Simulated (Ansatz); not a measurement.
# LaAgPt in the AlB2 type: lattice stability ahead of a resistivity run, part 2 of 2

Question: is the lattice of LaAgPt in the AlB2 type stable, and if so, what are its coupling constant and resistivity?

Ansatz 0.2.0; DFT LDA, scalar-relativistic, plane waves, PAW; PAW set soft_1.

So far. Step 2 (Relaxation): The largest force is now zero by symmetry and the largest stress component 0.0097 GPa. Step 3 (Tight relaxation): The largest force is now zero by symmetry and the largest stress component 0.0091 GPa, small enough for phonons. The relaxed cell has a = 4.569, c = 3.649 Å (conventional setting).

The structure was built from a prototype and need not be the compound's stable phase.

## 4. Lattice stability: q 2×2×2, k 4×4×4

Couplings are defined for a stable lattice alone, so phonons come first.

input.yaml

```yaml
crystal:
  lattice:
    - [4.5691725199, 3.1136e-06, 0.0]
    - [-2.2845889564, 3.9570179197, 0.0]
    - [0.0, 0.0, 3.6494168305]
  atoms:
    - { symbol: La, position: [0.0, 0.0, 0.0] }
    - { symbol: Ag, position: [0.3333333333, 0.6666666667, 0.5] }
    - { symbol: Pt, position: [0.6666666667, 0.3333333333, 0.5] }
kpoints:
  mp_grid: { grid: [4, 4, 4] }
hamiltonian:
  xc: lda
  pseudopotentials: { kind: paw, azcp: { folder: soft_1 }, xc_functional: pbe }
scf:
  occupations: { method: methfessel_paxton, width: 0.2 }
output:
  eigenvalues: true
phonons:
  method: dfpt
  qmesh: [2, 2, 2]
  temperatures: { t_max: 1000, t_step: 50 }
  qpath:
    path:
      - [[0.0, 0.0, 0.0], [0.5, 0.0, 0.0], [0.33333333, 0.33333333, 0.0], [0.0, 0.0, 0.0], [0.0, 0.0, 0.5], [0.5, 0.0, 0.5], [0.33333333, 0.33333333, 0.5], [0.0, 0.0, 0.5]]
      - [[0.5, 0.0, 0.5], [0.5, 0.0, 0.0]]
      - [[0.33333333, 0.33333333, 0.5], [0.33333333, 0.33333333, 0.0]]
    npoints: 10
```

Launch:

```
$ ansatz run input.yaml --threads 4 --pin off --max-ram 12288MiB --backend cpu --events-out ev --progress --plain --runs-dir out
```

Numbers of over 12 decimals in the logs are rounded to 6 here.

The program printed:

```text
Warning: phonons: the dynamical matrix that this run interpolates holds no multipole term above the dipole-dipole one, and a site of this crystal is no centre of inversion, so its interpolated transverse optical and acoustic branches and sound speeds can stay off near Gamma, and the density of states and the thermodynamics with them. What a run solves at a wave vector of phonons.qpoints, Gamma apart, where the deck admits one, is free of this, and under fd what a larger phonons.supercell samples
[...]
Crystal: 3 atoms, lattice volume = 65.983 Å³
Basis set: ecut = 420 eV, 1303 PW (Γ), exchange–correlation on 64×64×50 points (8 copies of the dense FFT grid, shifted against one another)
Bands: 29, of which v1, the nominal top of the filled ones, is band 24 counted from 1 (23 counted from 0)
Symmetry: 12 space group operations
k-points: 12 of 64 (time reversal used)
[...]
SCF iter   1: F=—  HF=-25792.195493 eV  |F-HF|=—  |Δ(HF+E_count)|=         —  Δρ=4.01e-1  dr2=2.11e2  ethr=3.10e-3  ⟨swp⟩=4.7  Hψ=2405  notcnv=0
[...]
SCF iter  16: F=-25782.585000 eV  HF=-25782.585000 eV  |F-HF|=7.28e-12  |Δ(HF+E_count)|=  1.46e-11  S|Δr|=    0.00e0  Δρ=5.84e-8  dr2=3.33e-12  ethr=1.00e-12  ⟨swp⟩=7.8  Hψ=1801  notcnv=0
SCF 1 converged in 16 iterations: F = -25782.585000 eV  dr2 = 3.33e-12
[...]
SCF iter   1: F=—  HF=-25782.585007 eV  |F-HF|=—  |Δ(HF+E_count)|=         —  Δρ=5.01e-7  dr2=1.34e-10  ethr=1.30e-7  ⟨swp⟩=3.5  Hψ=2237  notcnv=0
eigensolver tolerance schedule: the retry pair's looser diagonalisation over-reported the residual by 465935.91 of it (diagonalisation noise at an unbounded share of the residual, at the tolerance the schedule requests for it); recorded, not acted on — ethr = c·dr2/N_el stays at c = 1.0e-1
[...]
SCF iter   2: F=—  HF=-25782.585000 eV  |F-HF|=—  |Δ(HF+E_count)|=   7.15e-6  S|Δr|=    0.00e0  Δρ=3.31e-7  dr2=6.55e-11  ethr=1.00e-12  ⟨swp⟩=4.0  Hψ=1052  notcnv=0
[...]
SCF iter   4: F=-25782.585000 eV  HF=-25782.585000 eV  |F-HF|=0.00e0  |Δ(HF+E_count)|=    0.00e0  S|Δr|=    0.00e0  Δρ=1.06e-7  dr2=6.20e-12  ethr=1.00e-12  ⟨swp⟩=3.0  Hψ=752  notcnv=0
SCF 2 converged in 4 iterations: F = -25782.585000 eV  dr2 = 6.20e-12
phonons: the bands overlap, so this run is a metal and interpolates without the dipole-dipole term. If the crystal is really an insulator or semiconductor, its LO-TO splitting is missing
NSCF: frozen V_eff on 12 k-points
[...]
DFPT response loops at q = (0, 0, 0) (fractional): preconditioner auto → Kerker (q_TF=auto, 2.587 Å⁻¹) (partly filled bands, converged f_vac=0.000); β = 1.00, the filter's whole step (`scf.mixing.beta` (0.50) is not read by the response loops under this deck's `scf.mixing.preconditioner`; to damp them name `kerker` or `kerker_dos`, under which they read `scf.mixing.beta`, and type it under 1.00, their step now; both keys bind the ground state too); Broyden in place of MSR1
[...]
SCF converged after 16 iterations
Stability not checked: this state was not tested for a lower state beside it, because cold or Methfessel-Paxton smearing, or corrected tetrahedra, fill the levels in a way that the test cannot read (fill_not_monotonic; see scf.lower_state_search)
Free energy (F): -25782.585000 eV
[...]
Internal energy: -25782.594143 eV  (E = F + TS)
E sigma→0 (E₀):  -25782.587286 eV
Entropy (-TS):   0.009143 eV (3.048 meV/atom)
Fermi energy:    15.614882 eV
Step filling:    the computed levels leave a gap of 0.2552 eV = 1.3 smearing widths at the electron count; against every level under it full and every level over it empty, smearing changes F+E_penalty+E_count by +5.822 meV and its σ→0 estimate by +3.536 meV
[...]
--- Band table (eV; the first three rows and the last of 12) ---
  k-point 0: bands = [... 20 lower, 12.5635, 13.3329, 13.3329, 16.0071, 16.0071, 16.5123, 17.6120, 17.6788, ... 6 higher]
  k-point 1: bands = [... 20 lower, 13.0892, 13.3239, 13.3239, 16.7722, 16.8327, 16.8327, 17.3058, 17.6574, ... 6 higher]
  k-point 2: bands = [... 20 lower, 13.2019, 13.2019, 13.4392, 14.6015, 17.3165, 17.3165, 17.3940, 17.6653, ... 6 higher]
  k-point 11: bands = [... 20 lower, 13.3336, 13.4356, 14.4699, 14.6828, 16.1190, 16.2522, 17.1570, 17.5841, ... 6 higher]
--- Phonons (Γ-DFPT): 6 representative perturbations + reference (Σ response iterations 18) ---
  ASR residual: 9.793e-5 → 0.000e0 eV/Å²; symmetrization residual: 2.821e-5 eV/Å²
  ASR residual per site (eV/Å²): 1.53e-5 4.84e-5 9.79e-5
  Γ frequencies (cm⁻¹): 0.00 0.00 0.00 31.64 93.19 93.19 94.87 176.16 176.16
--- Phonons (arbitrary-q DFPT): 4 irreducible q on the 2×2×2 mesh ---
  q = [0.0000, 0.0000, 0.0000] (star 1, of the zone-centre solve; hermiticity 6.21e-6, symmetrization 2.64e-7): -0.00 -0.00 0.00 31.64 93.19 93.19 94.87 176.16 176.16
  q = [0.0000, 0.0000, -0.5000] (star 1, 6 solved perturbations in 126 linear systems a pass and spin channel, the states on 30 of 64 k-point pairs; hermiticity 6.99e-6, symmetrization 4.67e-7): 7.24 46.32 46.32 67.89 71.17 71.17 128.72 173.32 173.32
[...]
sum rule: each row above includes the acoustic sum rule's correction from the zone centre's row sums; it moved no ω² by more than (0.37 cm⁻¹)²
  mesh force constants: q→R imaginary residual 1.63e-17; ASR residual 9.793e-5 → 0.000e0 eV/Å²; symmetrization residual 8.882e-15 eV/Å²
  interpolated dispersion: 93 rows × 9 modes
  density of states and harmonic sums: on the 16×16×18 q-mesh, interpolated from the force constants of a 2×2×2 supercell (no non-analytic term)
  largest difference from the sums on the solved wave vectors: F 1.79e-1 eV, S 2.26e-4 and C_V 4.73e-5 eV/K
  zero-point energy: 0.048914 eV/cell   skipped modes (ω ≤ 0): 176, of them read as no rigid motion or as one in doubt: 173 (5.833e-1 modes/cell left out, lowest -43.08 cm⁻¹)   left out of the sums: 6.49e-2 of the cell's modes: C_V's classical limit lies that fraction below 3 k_B per atom; for a crystal, a wire or a layer, F and S can be off by more, and a phonons.interpolated_qmesh denser along its periods is the remedy for the sampling
```

Elapsed: 62 s, on 4 threads of Arm Neoverse V1, shared host; peak memory 0.6 GiB.

Numbers from this step:

| Quantity | Value |
| --- | --- |
| share of imaginary modes in the plain interpolation between solved wavevectors | 0.063 |
| highest frequency, solved or plainly interpolated | 189.6 cm⁻¹ |

Solved on the 2×2×2 mesh alone; all other wavevectors are interpolated. The phonon branches at the labelled points (cm⁻¹):

```csv
point,branch 1,branch 2,branch 3,branch 4,branch 5,branch 6,branch 7,branch 8,branch 9
Γ,0,0,0,32,93,93,95,176,176
halfway,2,26,45,69,86,95,99,171,179
M,-21,33,61,83,92,94,111,165,182
halfway,12,35,65,79,92,99,108,163,184
K,23,36,69,84,89,97,107,161,186
halfway,20,29,49,67,92,95,100,169,181
Γ,0,0,0,32,93,93,95,176,176
halfway,25,27,27,53,85,85,110,175,175
A,7,46,46,68,71,71,129,173,173
halfway,-24,37,38,65,78,92,122,172,178
L,-43,24,28,83,83,100,113,169,183
halfway,-42,-16,16,84,94,101,114,161,187
H,-42,-32,-8,84,102,102,116,154,190
halfway,-27,30,30,73,79,94,120,168,181
A,7,46,46,68,71,71,129,173,173
jump to L,-43,24,28,83,83,100,113,169,183
halfway,14,25,36,83,87,103,108,166,183
M,-21,33,61,83,92,94,111,165,182
jump to H,-42,-32,-8,84,102,102,116,154,190
halfway,-19,24,34,84,102,104,105,158,187
K,23,36,69,84,89,97,107,161,186
```

The phonon branches as a text plot (rows in cm⁻¹):

```
    185 |    **********               **********   **************
    175 |****          ***************          ***
    165 |    **********               ****    **   *******
    156 |                                 ****            *******
    146 |
    136 |
    127 |                       ****            ***
    117 |                     **    ************   *      **
    107 |    *********       *             *        *************
     97 |********************        ***********   *** **********
     88 | ****** **** ***   **     **  *******  *  **************
     78 |       *** **        **  ******      *****
     68 |   *    **** *         *** **         * **             *
     59 |  * ****    * *      **  **            ***     **     *
     49 |   *         * *    *  ****            ***    *      *
     39 |  *     ****  **   *  *   ***          **    *         *
     30 |** *****    *** ******      ***       *   *** ***   ***
     20 |* *     *********  ****       ***    *      **     ** **
     10 |***            ** *    **        *  *        *    **
      1 |*  *            **              *  *     *    *
     -9 |       *                 **       *     *        *   *
    -19 |    ***                                *       **   *
    -29 |                           **    ******     *    ***
    -38 |                             ********     **     **
         Γ     M   K      Γ      A     L   H      A|L    M|H    K
```

Lowest modes at the softest wavevector of the mesh. The modes at q = (0.000, 0.500, 0.500) (shares of kinetic energy by element, %) (negative means imaginary):

```csv
mode,frequency (cm⁻¹),La %,Ag %,Pt %
1,-43.1,33,58,9
2,24.3,0,12,88
3,28.5,0,29,71
4,83.2,12,21,67
5,83.3,100,0,0
6,99.9,67,31,2
```

Displacements in mode 1 (-43.1 cm⁻¹), the largest set to 1, in the home cell:
```
La1  0.00 -0.66  0.00
Ag2  0.00  0.00 -1.00
Pt3  0.00  0.00 -0.30
```

Displacements in mode 6 (99.9 cm⁻¹), the largest set to 1, in the home cell:
```
La1  0.00  1.00  0.00
Ag2  0.00  0.00 -0.77
Pt3  0.00  0.00 -0.16
```

Among the solved wavevectors the lowest mode, translations apart, is -43.1 cm⁻¹, imaginary.

## 5. Lattice stability: q 3×3×2, k 6×6×6

An imaginary mode on so few k-points may come from the sampling, so the phonons are repeated with another q and k mesh.

Changes to input.yaml since step 4:

```diff
@@ -10,3 +10,3 @@
 kpoints:
-  mp_grid: { grid: [4, 4, 4] }
+  mp_grid: { grid: [6, 6, 6] }
 hamiltonian:
@@ -20,3 +20,3 @@
   method: dfpt
-  qmesh: [2, 2, 2]
+  qmesh: [3, 3, 2]
   temperatures: { t_max: 1000, t_step: 50 }
```

The program printed:

```text
[...]
Crystal: 3 atoms, lattice volume = 65.983 Å³
Basis set: ecut = 420 eV, 1303 PW (Γ), exchange–correlation on 64×64×50 points (8 copies of the dense FFT grid, shifted against one another)
Bands: 29, of which v1, the nominal top of the filled ones, is band 24 counted from 1 (23 counted from 0)
Symmetry: 12 space group operations
k-points: 28 of 216 (time reversal used)
[...]
SCF iter   1: F=—  HF=-25792.198447 eV  |F-HF|=—  |Δ(HF+E_count)|=         —  Δρ=3.98e-1  dr2=2.08e2  ethr=3.10e-3  ⟨swp⟩=4.6  Hψ=5594  notcnv=0
[...]
SCF iter  16: F=-25782.592470 eV  HF=-25782.592470 eV  |F-HF|=7.28e-12  |Δ(HF+E_count)|=  1.46e-11  S|Δr|=    0.00e0  Δρ=4.74e-8  dr2=2.64e-12  ethr=1.00e-12  ⟨swp⟩=7.0  Hψ=4172  notcnv=0
SCF 1 converged in 16 iterations: F = -25782.592470 eV  dr2 = 2.64e-12
[...]
SCF iter   4: F=-25782.592470 eV  HF=-25782.592470 eV  |F-HF|=3.64e-12  |Δ(HF+E_count)|=  7.28e-12  S|Δr|=    0.00e0  Δρ=8.85e-8  dr2=4.25e-12  ethr=1.00e-12  ⟨swp⟩=3.0  Hψ=1749  notcnv=0
SCF 2 converged in 4 iterations: F = -25782.592470 eV  dr2 = 4.25e-12
[...]
SCF converged after 16 iterations
[...]
Free energy (F): -25782.592470 eV
[...]
Internal energy: -25782.593593 eV  (E = F + TS)
E sigma→0 (E₀):  -25782.592751 eV
Entropy (-TS):   0.001123 eV (0.374 meV/atom)
Fermi energy:    15.807285 eV
[...]
--- Band table (eV; the first three rows and the last of 28) ---
  k-point 0: bands = [... 20 lower, 12.5500, 13.3089, 13.3089, 16.0083, 16.0083, 16.5191, 17.6285, 17.6965, ... 6 higher]
  k-point 1: bands = [... 20 lower, 12.7435, 13.3315, 13.3315, 16.4462, 16.4462, 16.8859, 17.4154, 17.7141, ... 6 higher]
  k-point 2: bands = [... 20 lower, 13.2464, 13.2464, 13.3852, 15.9050, 17.1440, 17.1440, 17.4382, 17.6447, ... 6 higher]
  k-point 27: bands = [... 20 lower, 13.3265, 13.4481, 14.3931, 14.4285, 16.0539, 16.1726, 17.5203, 17.7714, ... 6 higher]
[...]
ASR residual: 4.824e-5 → 0.000e0 eV/Å²; symmetrization residual: 2.411e-5 eV/Å²
  ASR residual per site (eV/Å²): 2.74e-5 4.82e-5 4.78e-5
  Γ frequencies (cm⁻¹): 0.00 0.00 0.00 32.19 85.18 85.18 97.87 176.10 176.10
--- Phonons (arbitrary-q DFPT): 6 irreducible q on the 3×3×2 mesh ---
[...]
interpolated dispersion: 93 rows × 9 modes
[...]
```

Elapsed: 4.9 min, on 4 threads; peak memory 1.1 GiB.

Numbers from this step:

| Quantity | Value |
| --- | --- |
| share of imaginary modes in the plain interpolation between solved wavevectors | 0.089 |
| highest frequency, solved or plainly interpolated | 191.1 cm⁻¹ |

Solved on the 3×3×2 mesh alone; all other wavevectors are interpolated. Phonon branches along the path, in cm⁻¹:

```csv
point,branch 1,branch 2,branch 3,branch 4,branch 5,branch 6,branch 7,branch 8,branch 9
Γ,0,0,0,32,85,85,98,176,176
halfway,-17,25,45,68,85,95,95,170,180
M,-25,37,62,77,89,90,105,164,186
halfway,-8,38,66,69,87,89,105,164,187
K,20,40,67,71,78,87,107,165,188
halfway,-4,29,48,66,89,94,97,168,182
Γ,0,0,0,32,85,85,98,176,176
halfway,23,30,30,51,79,79,114,175,175
A,-16,50,50,62,67,67,134,175,175
halfway,-28,33,40,62,72,88,120,172,178
L,-40,13,28,76,85,98,110,171,183
halfway,-40,-16,6,74,99,102,116,164,188
H,-41,-29,-7,72,105,110,123,157,191
halfway,-30,27,31,71,72,92,120,170,180
A,-16,50,50,62,67,67,134,175,175
jump to L,-40,13,28,76,85,98,110,171,183
halfway,10,26,36,77,87,98,104,167,184
M,-25,37,62,77,89,90,105,164,186
jump to H,-41,-29,-7,72,105,110,123,157,191
halfway,-17,21,28,75,95,108,108,161,189
K,20,40,67,71,78,87,107,165,188
```

The phonon branches as a text plot (rows in cm⁻¹):

```
    186 |    **********               *********    **************
    177 |****          ***************         ****
    167 |   ************              ****    **   *******     **
    157 |                                 ****            *****
    148 |
    138 |                        *
    128 |                      ** **            ***
    119 |                     *     **   *******          **
    109 |     *******        *        *** ***      **** *********
     99 |*****       ********         *****  **    *****   ****
     90 |*******************        **  *      *    ******    ***
     80 |    *** ****       ***    *  ***     * ** *******   ****
     70 |   *   *******        *******   **********       ***
     61 |  *  ***   ** *       ***  *           * *     **      *
     51 |    *        * *     * ****             **            *
     41 |  **  ******  **   ** *    *           *      *       **
     32 |**  **      **  **** *     ****       *   *  ****   **
     22 |  **     ***  ***  ***         *     *     ***     **  *
     12 |**      *   *     *   *      ****         *  *    *   *
      3 |*               ***             *   *
     -7 |**           ****                ***          *  *   *
    -17 |  **   *               ****             **         **
    -26 |    ***                    *     **** **    *  *****
    -36 |                            **********    **     **
         Γ     M   K      Γ      A     L   H      A|L    M|H    K
```

Lowest modes at the softest wavevector of the mesh. The modes at q = (0.333, 0.333, 0.500) (shares of kinetic energy by element, %) (negative means imaginary):

```csv
mode,frequency (cm⁻¹),La %,Ag %,Pt %
1,-40.8,33,67,0
2,-28.6,3,33,65
3,-7.2,4,0,96
4,71.6,96,0,4
5,104.8,67,33,0
6,109.7,0,0,100
```

Displacements in mode 1 (-40.8 cm⁻¹), the largest set to 1, in the home cell (x, y, z of the real part, then of the imaginary part):
```
La1  0.00 -0.43  0.00  0.43  0.00  0.00
Ag2  0.00  0.00 -1.00  0.00  0.00  0.00
Pt3  0.00  0.00  0.00  0.00  0.00  0.00
```

Displacements in mode 6 (109.7 cm⁻¹), the largest set to 1, in the home cell (x, y, z of the real part, then of the imaginary part):
```
La1  0.00  0.00  0.00  0.00  0.00  0.00
Ag2  0.00  0.00  0.00  0.00  0.00  0.00
Pt3  0.50 -0.87  0.00 -0.87 -0.50  0.00
```

The modes has structure finer than the step of the table below, so its rows give means over 5 cm⁻¹, whole bins alone (the curve runs from -50.3 to 207 cm⁻¹). Peaks (cm⁻¹: height): Ag -13.1: 0.0117, 33.8: 0.0160, 96.8: 0.0189, 166.4: 0.0723, 184.1: 0.0605; La 74.2: 0.0867, 96.8: 0.0566; Pt -11.5: 0.0167, 32.2: 0.0553, 85.5: 0.0273, 104.9: 0.0322, 184.1: 0.0248.

Phonopy on the run's constants, 15x15x15 mesh, Gaussian sigma 2.0 cm⁻¹. Modes against wavenumber; means over each step; values in 1/cm⁻¹/cell:

```csv
wavenumber (cm⁻¹),Ag,La,Pt
-45,3.2e-4,1.7e-4,8.2e-6
-40,0.00499,0.00267,2.1e-4
-35,0.00900,0.00462,7.5e-4
-30,0.00836,0.00376,0.00218
-25,0.00889,0.00341,0.00632
-20,0.0108,0.00443,0.0120
-15,0.0114,0.00523,0.0144
-10,0.00978,0.00463,0.0148
-5,0.00461,0.00231,0.00831
0,0.00180,8.5e-4,0.00367
5,0.00464,0.00221,0.0103
10,0.00644,0.00298,0.0179
15,0.00644,0.00349,0.0229
20,0.00942,0.00470,0.0311
25,0.0107,0.00567,0.0438
30,0.0104,0.00600,0.0517
35,0.0153,0.00900,0.0472
40,0.0149,0.00825,0.0216
45,0.0130,0.00626,0.00742
50,0.0115,0.00572,0.00419
55,0.0126,0.00510,0.00589
60,0.0124,0.00522,0.00892
65,0.00789,0.00803,0.00968
70,0.0103,0.0444,0.0141
75,0.00954,0.0727,0.0154
80,0.00577,0.0369,0.0160
85,0.0102,0.0515,0.0249
90,0.0144,0.0540,0.0196
95,0.0174,0.0559,0.0124
100,0.0159,0.0506,0.0176
105,0.00706,0.0356,0.0282
110,0.00205,0.0258,0.0125
115,0.00109,0.0262,0.00574
120,4.9e-4,0.0175,0.00290
125,1.1e-4,0.00598,5.2e-4
130,1.9e-5,0.00236,7.8e-5
135,1.5e-6,4.1e-4,6.1e-6
140,0,4.2e-6,0
145,0,0,0
150,1.1e-5,0,0
155,0.00138,4.9e-5,3.9e-5
160,0.0171,0.00120,0.00132
165,0.0611,0.00464,0.00869
170,0.0580,0.00394,0.0126
175,0.0419,0.00141,0.0134
180,0.0472,0.00123,0.0179
185,0.0548,0.00182,0.0226
190,0.0183,8.3e-4,0.00783
195,7.5e-4,5.2e-5,3.2e-4
200,1.2e-6,0,0
```

No LO-TO term; unit eigenvectors of the mass-weighted matrix. The modes at Γ (shares of kinetic energy by element, %):

```csv
mode,frequency (cm⁻¹),symmetry,La %,Ag %,Pt %
1,0.0,unnamed,31,24,44
2,0.0,unnamed,31,24,44
3,0.0,unnamed,31,24,44
4,32.2,A2'',11,37,53
5,85.2,E',66,3,31
6,85.2,E',66,3,31
7,97.9,A2'',58,39,3
8,176.1,E',3,73,25
9,176.1,E',3,73,25
```

Displacements in mode 4 (32.2 cm⁻¹), the largest set to 1:
```
La1  0.00  0.00 -0.48
Ag2  0.00  0.00 -1.00
Pt3  0.00  0.00  0.89
```

Displacements in mode 9 (176.1 cm⁻¹), the largest set to 1:
```
La1  0.00 -0.17  0.00
Ag2  0.00  1.00  0.00
Pt3  0.00 -0.43  0.00
```

Among the solved wavevectors the lowest mode, translations apart, is -40.8 cm⁻¹, imaginary.

## 6. What came out

* phonon run of the rows without a label of their own: LDA, q 3×3×2, k 6×6×6
* softest mode on the q mesh: -40.8 cm⁻¹ at q = (0.333, 0.333, 0.5)
* highest frequency, solved or plainly interpolated: 191 cm⁻¹

The lattice is dynamically unstable at this level: a mode at q = (0.333, 0.333, 0.5) is imaginary, 40.8i cm⁻¹, so no harmonic coupling constant or resistivity is defined for this structure. These meshes are coarse, and single modes of a metal can move by tens of cm⁻¹ with the k mesh. The coarser mesh found an imaginary mode at another wavevector, which this mesh lacks. Spin–orbit coupling, left out here, matters for Pt. The phonon runs are not spin-polarised. The PAW files were made for PBE; under other functionals the run regenerates their frozen core. The structure was built by hand as an ordered model, and its stability against other phases was not tested.

[Logs are printed without paths, hosts, clocks, repeated set-up lines and the standing remarks that a program may print on its own settings, such as how far it seeks lower states.]

[Hosts, paths, dates, database ids (printed as entryN), source tags and the programs' standing remarks are cut or masked in the printed files.]
